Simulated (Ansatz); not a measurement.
## The perfect SiC wire along [111], 38 atoms a period, H-terminated

Aim: is the SiC wire along [111], 38 atoms a period, H-terminated a metal or a semiconductor?

Main program and level: Ansatz 0.2.0; DFT PBE, plane waves, PAW; relaxation of a wire's period; PAW set soft_1, in the first sound run; inputs show where later runs differ.

Report form: the programs' logs are mostly left out.

### Step 1. Set-up

The cell holds 68 atoms: 19 Si, 19 C and 30 H. Its edges and angles: a = 15.395 Å, b = 16.394 Å, c = 7.586 Å, α = 90.0°, β = 90.0°, γ = 90.0°. Vacuum lies along a and b. The structure's axis is c.

### Step 2. Relaxing the period

Band widths follow the bond lengths, so the wire is relaxed first. The atoms and the third cell vector are free; the box across stays fixed as vacuum. A Fermi-Dirac smearing is set since the result may be a metal. The pressure printed is a third of the stress's trace over the whole box, vacuum included; only the stress along the axis is relaxed.

Contents of input.yaml:

```yaml
crystal:
  lattice:
    - [15.395, 0.0, 0.0]
    - [0.0, 16.394, 0.0]
    - [0.0, 0.0, 7.5863825372]
  atoms:
    - { symbol: Si, position: [0.399403301, 0.346467796, 0.0] }
    - { symbol: Si, position: [0.499992054, 0.510075901, 0.0] }
    - { symbol: Si, position: [0.600580807, 0.346467796, 0.0] }
    - { symbol: Si, position: [0.70116956, 0.510075901, 0.0] }
    - { symbol: C, position: [0.298814548, 0.510075901, 0.25] }
    - { symbol: C, position: [0.399403301, 0.346467796, 0.25] }
    - { symbol: C, position: [0.399403301, 0.673684005, 0.25] }
    - { symbol: C, position: [0.499992054, 0.510075901, 0.25] }
[... 56 atom lines left out ...]
    - { symbol: H, position: [0.760570416, 0.368798569, 0.965877649] }
    - { symbol: Si, position: [0.298814548, 0.510075901, 0.0] }
    - { symbol: Si, position: [0.399403301, 0.673684005, 0.0] }
    - { symbol: Si, position: [0.600580807, 0.673684005, 0.0] }
kpoints:
  mp_grid: { grid: [1, 1, 11] }
scf:
  occupations: { method: fermi_dirac, width: 0.05 }
hamiltonian:
  xc: pbe
  pseudopotentials: { kind: paw, azcp: { folder: soft_1 } }
relax:
  cell: { fix: [a, b, alpha, beta, gamma] }
  max_steps: 45
  f_tol: 0.03
```

Launch:

```console
$ ansatz run input.yaml --threads 16 --pin off --max-ram 61440MiB --backend cuda --events-out ev --progress --plain --runs-dir out --max-vram 78GiB
```

The job ended after 6.9 s (1 × NVIDIA GB200 with 16 threads of Arm Neoverse V2, shared host; peak memory 1.4 GiB; 29 s of CPU time).

Relaxation path:

| step | energy less that of the first step (eV) | largest force component (eV/Å) | pressure (GPa) | volume (Å³) |
| --- | --- | --- | --- | --- |
| 1 | 0.0000 | 0.6876 | 0.07 | 1914.69 |
| 2 | -0.3723 | 0.4363 | -0.04 | 1940.39 |
| 3 | -0.4245 | 0.0775 | -0.04 | 1936.23 |
| 4 | -0.4272 | 0.0183 | 0.00 | 1935.70 |
| 5 | -0.4355 | 0.0185 | 0.00 | 1935.70 |

The run keeps the 2 symmetry operations that it works with, so distortions that break them were not tested.

| cell as run | before | after | change |
| --- | --- | --- | --- |
| c (Å) | 7.586 | 7.670 | +1.1 % |

The atoms that moved most (Å, along periodic axes as changes of fractional coordinates times the final cell, across vacuum about the mean position):

| atom | dx | dy | dz | length |
| --- | --- | --- | --- | --- |
| H33 | -0.044 | -0.033 | 0.028 | 0.062 |
| H38 | 0.044 | -0.033 | 0.028 | 0.062 |
| H37 | 0.050 | -0.022 | 0.028 | 0.061 |
| H34 | -0.050 | -0.022 | 0.028 | 0.061 |
| H18 | 0.010 | -0.045 | -0.040 | 0.061 |
| H17 | -0.010 | -0.045 | -0.040 | 0.061 |
| H20 | -0.034 | 0.031 | -0.040 | 0.061 |
| H15 | 0.034 | 0.031 | -0.040 | 0.061 |

This step gave:

| Item | Value |
| --- | --- |
| cell length along the wire | 7.670 Å |

The cell's length comes to 7.670 Å with spin left out.

### Step 3. The wire at its relaxed period

This step: DFT PBE, plane waves, PAW; bands of a perfect wire; PAW set soft_1 (Ansatz 0.2.0).

At the relaxed period the bands are computed along the axis; those that cross an energy going forward count the channels that a perfect wire would open there.

Contents of input.yaml:

```yaml
crystal:
  lattice:
    - [15.395, 0.0, 0.0]
    - [0.0, 16.394, 0.0]
    - [0.0, 0.0, 7.6695984822]
  atoms:
    - { symbol: Si, position: [0.399621447, 0.347195319, 0.002689253] }
    - { symbol: Si, position: [0.5, 0.510092611, 0.00143623] }
    - { symbol: Si, position: [0.600378553, 0.347195319, 0.002689253] }
    - { symbol: Si, position: [0.700408624, 0.509899837, 0.002684377] }
    - { symbol: C, position: [0.300736586, 0.511436767, 0.248296528] }
    - { symbol: C, position: [0.401623434, 0.347338064, 0.248303721] }
    - { symbol: C, position: [0.399110469, 0.671446677, 0.248292522] }
    - { symbol: C, position: [0.5, 0.510075572, 0.251134687] }
[... 56 atom lines left out ...]
    - { symbol: H, position: [0.758096724, 0.370137997, 0.962787364] }
    - { symbol: Si, position: [0.299591376, 0.509899837, 0.002684377] }
    - { symbol: Si, position: [0.399970685, 0.673175938, 0.002677295] }
    - { symbol: Si, position: [0.600029315, 0.673175938, 0.002677295] }
kpoints:
  mp_grid: { grid: [1, 1, 11] }
  band_path: { path: ["Γ", Z], npoints: 90 }
scf:
  occupations: { method: fermi_dirac, width: 0.05 }
hamiltonian:
  xc: pbe
  pseudopotentials: { kind: paw, azcp: { folder: soft_1 } }
output:
  dos: { e_range: [-5, 4] }
  write_potential: true
  write_density: true
  volumetric_format: npy
```

Wall time 20 s (1 × NVIDIA GB200 with 16 threads); peak memory 1.9 GiB; 4.2 min of CPU time.

This step gave:

* band gap: 3.272 eV

Electronic bands along the path, in eV, zero at the Fermi level; v1 is the highest filled band, c1 the lowest empty one:

| point | v4 | v3 | v2 | v1 | c1 | c2 | c3 | c4 |
| --- | --- | --- | --- | --- | --- | --- | --- | --- |
| Γ | -2.10 | -1.99 | -1.99 | -1.64 | 1.64 | 1.90 | 1.91 | 2.96 |
| halfway | -2.24 | -2.03 | -2.02 | -2.00 | 1.98 | 2.11 | 2.12 | 3.08 |
| Z | -2.22 | -2.22 | -2.09 | -2.08 | 2.59 | 2.63 | 2.65 | 2.79 |

The gap is 3.27 eV, with spin left out.

On this path the gap is direct, 3.27 eV, with the valence top at Γ and the conduction bottom at Γ.

### Step 4. Another level of theory, cutoff 500 eV, k-mesh 1×1×8

This step: DFT r2SCAN, plane waves, PAW; bands of a perfect wire at the PBE geometry; PAW set soft_1 (Ansatz 0.2.0).

The atoms stay at the PBE geometry and the functional changes. r2SCAN also reads the kinetic-energy density; it often gives larger moments and wider gaps than PBE, at a higher cost. Against the first PBE run of this kind, the cutoff is 500 eV against 420 and the mesh along the wire has 8 points against 11.

input.yaml: that of step 3 with these lines changed.

```diff
@@ -75,3 +75,3 @@
 kpoints:
-  mp_grid: { grid: [1, 1, 11] }
+  mp_grid: { grid: [1, 1, 8] }
   band_path: { path: ["Γ", Z], npoints: 90 }
@@ -80,8 +80,3 @@
 hamiltonian:
-  xc: pbe
+  xc: r2scan
   pseudopotentials: { kind: paw, azcp: { folder: soft_1 } }
-output:
-  dos: { e_range: [-5, 4] }
-  write_potential: true
-  write_density: true
-  volumetric_format: npy
```

The job ended after 22 s (1 × NVIDIA GB200 with 16 threads; peak memory 3.9 GiB).

Numbers from this step:

- band gap: 3.679 eV

Electronic bands along the path, in eV, zero at the Fermi level; v1 is the highest filled band, c1 the lowest empty one:

| point | v4 | v3 | v2 | v1 | c1 | c2 | c3 | c4 |
| --- | --- | --- | --- | --- | --- | --- | --- | --- |
| Γ | -2.34 | -2.22 | -2.22 | -1.84 | 1.84 | 2.12 | 2.13 | 3.35 |
| halfway | -2.48 | -2.26 | -2.25 | -2.23 | 2.21 | 2.35 | 2.36 | 3.53 |
| Z | -2.46 | -2.46 | -2.32 | -2.32 | 2.87 | 2.90 | 2.91 | 3.09 |

The gap is 3.68 eV, against 3.27 eV under PBE at the relaxed period.

### Step 5. At a strained period, period over the relaxed period 1.03

This step: DFT PBE, plane waves, PAW; relaxation at a fixed period; PAW set soft_1 (Ansatz 0.2.0).

The period is set to 1.03 times the relaxed one and the atoms relax within it: strain changes bond lengths and angles, which shifts the bands against each other. Against the first PBE run of this kind, the mesh along the wire has 8 points against 11.

The cell differs from the one that the last finished run ended in (c 7.670 → 7.900 Å).

input.yaml: that of step 4 with these lines changed.

```diff
@@ -4,3 +4,3 @@
     - [0.0, 16.394, 0.0]
-    - [0.0, 0.0, 7.6695984822]
+    - [0.0, 0.0, 7.8996864367]
   atoms:
@@ -80,3 +80,8 @@
 hamiltonian:
-  xc: r2scan
+  xc: pbe
   pseudopotentials: { kind: paw, azcp: { folder: soft_1 } }
+relax:
+  max_steps: 40
+  f_tol: 0.02
+output:
+  stress: true
```

Run time: 19 s. Hardware: 1 × NVIDIA GB200 with 16 threads; peak memory 1.8 GiB.

Relaxation path:

| step | energy less that of the first step (eV) | largest force component (eV/Å) |
| --- | --- | --- |
| 1 | 0.0000 | 0.4460 |
| 2 | -0.1710 | 0.2645 |
| 3 | -0.2028 | 0.0501 |
| 4 | -0.2045 | 0.0159 |

Forces are held to the 2 operations that the run works with; a distortion that breaks them can't arise in this run.

The atoms that moved most (Å):

| atom | dx | dy | dz | length |
| --- | --- | --- | --- | --- |
| H35 | 0.000 | -0.006 | 0.083 | 0.083 |
| H36 | 0.000 | -0.006 | 0.083 | 0.083 |
| H33 | 0.005 | 0.003 | 0.083 | 0.083 |
| H38 | -0.005 | 0.003 | 0.083 | 0.083 |
| H37 | -0.005 | 0.003 | 0.083 | 0.083 |
| H34 | 0.005 | 0.003 | 0.083 | 0.083 |
| H41 | 0.001 | 0.006 | -0.075 | 0.076 |
| H42 | -0.001 | 0.006 | -0.075 | 0.076 |

This step gave:

| Property | Result |
| --- | --- |
| band gap | 3.336 eV |

The electronic bands at the labelled points (eV, zero at the Fermi level; v1 is the highest filled band, c1 the lowest empty one):

| point | v4 | v3 | v2 | v1 | c1 | c2 | c3 | c4 |
| --- | --- | --- | --- | --- | --- | --- | --- | --- |
| Γ | -2.07 | -1.92 | -1.92 | -1.67 | 1.67 | 1.92 | 1.93 | 3.01 |
| halfway | -2.24 | -2.08 | -1.94 | -1.94 | 2.02 | 2.12 | 2.13 | 3.11 |
| Z | -2.13 | -2.13 | -2.00 | -2.00 | 2.63 | 2.65 | 2.66 | 2.85 |

The gap is 3.34 eV, against 3.27 eV under PBE at the relaxed period.

### Step 6. Strain along the wire, period over the relaxed period 1.1

The period is set to 1.1 times the relaxed one and the atoms relax within it: strain changes bond lengths and angles, which shifts the bands against each other. Against the first PBE run of this kind, the mesh along the wire has 8 points against 11.

The cell differs from the one that the last finished run ended in (c 7.900 → 8.437 Å).

input.yaml: that of step 5 with these lines changed.

```diff
@@ -4,3 +4,3 @@
     - [0.0, 16.394, 0.0]
-    - [0.0, 0.0, 7.8996864367]
+    - [0.0, 0.0, 8.4365583304]
   atoms:
```

Run time: 17 s. Hardware: 1 × NVIDIA GB200 with 16 threads; peak memory 1.8 GiB; 3 min of CPU time.

Relaxation path:

| step | energy less that of the first step (eV) | largest force component (eV/Å) |
| --- | --- | --- |
| 1 | 0.0000 | 0.8476 |
| 2 | -1.4449 | 0.4741 |
| 3 | 0.2660 | 1.5757 |
| 4 | -1.7622 | 0.1593 |
| 5 | -1.7682 | 0.0393 |
| 6 | -1.7690 | 0.0041 |

Relaxation step 3 was tried and not accepted.

Forces are held to the 2 operations that the run works with; a distortion that breaks them can't arise in this run.

The atoms that moved most (Å):

| atom | dx | dy | dz | length |
| --- | --- | --- | --- | --- |
| H35 | -0.002 | -0.014 | 0.294 | 0.294 |
| H36 | 0.002 | -0.014 | 0.294 | 0.294 |
| H37 | -0.014 | 0.005 | 0.293 | 0.294 |
| H34 | 0.014 | 0.005 | 0.293 | 0.294 |
| H38 | -0.011 | 0.009 | 0.293 | 0.293 |
| H33 | 0.011 | 0.009 | 0.293 | 0.293 |
| H43 | -0.015 | -0.011 | -0.267 | 0.267 |
| H40 | 0.015 | -0.011 | -0.267 | 0.267 |

Numbers from this step:

| Quantity | Value |
| --- | --- |
| band gap | 3.223 eV |

The electronic bands at the labelled points (eV, zero at the Fermi level; v1 is the highest filled band, c1 the lowest empty one):

| point | v4 | v3 | v2 | v1 | c1 | c2 | c3 | c4 |
| --- | --- | --- | --- | --- | --- | --- | --- | --- |
| Γ | -2.03 | -1.81 | -1.81 | -1.61 | 1.61 | 1.87 | 1.87 | 2.94 |
| halfway | -2.14 | -2.04 | -1.83 | -1.83 | 1.93 | 2.04 | 2.05 | 3.00 |
| Z | -2.00 | -2.00 | -1.90 | -1.89 | 2.51 | 2.52 | 2.52 | 2.68 |

The gap is 3.22 eV, against 3.27 eV under PBE at the relaxed period.

### Step 7. What came out

| Property | Result |
| --- | --- |
| cell length, PBE | 7.670 Å |
| gap, PBE | 3.27 eV |
| gap, r2SCAN | 3.68 eV |
| gap, period scaled by 1.03 | 3.34 eV |
| gap, period scaled by 1.1 | 3.22 eV |

In words: Under PBE the cell's length is 7.67 Å, and a gap of 3.27 eV makes it a semiconductor. At the relaxed period the wire is gapped under every functional, from 3.27 eV (PBE) to 3.68 eV (r2SCAN). Weak screening in one dimension makes quasiparticle gaps larger than the semilocal gaps, as a rule. Strain matters: under PBE the gap goes from 3.27 eV to 3.34 eV at 1.03 times the period and 3.22 eV at 1.1 times the period. Plain hydrogen on a compound's surface is a simple closure: it may leave surface states, and facets that end in unlike atoms put a field across the wire, both of which shrink the gap.

[Logs are printed without paths, hosts, clocks, repeated set-up lines and the standing remarks that a program may print on its own settings, such as how far it seeks lower states.]

[Hosts, paths, dates, database ids (printed as entryN), source tags and the programs' standing remarks are cut or masked in the printed files.]
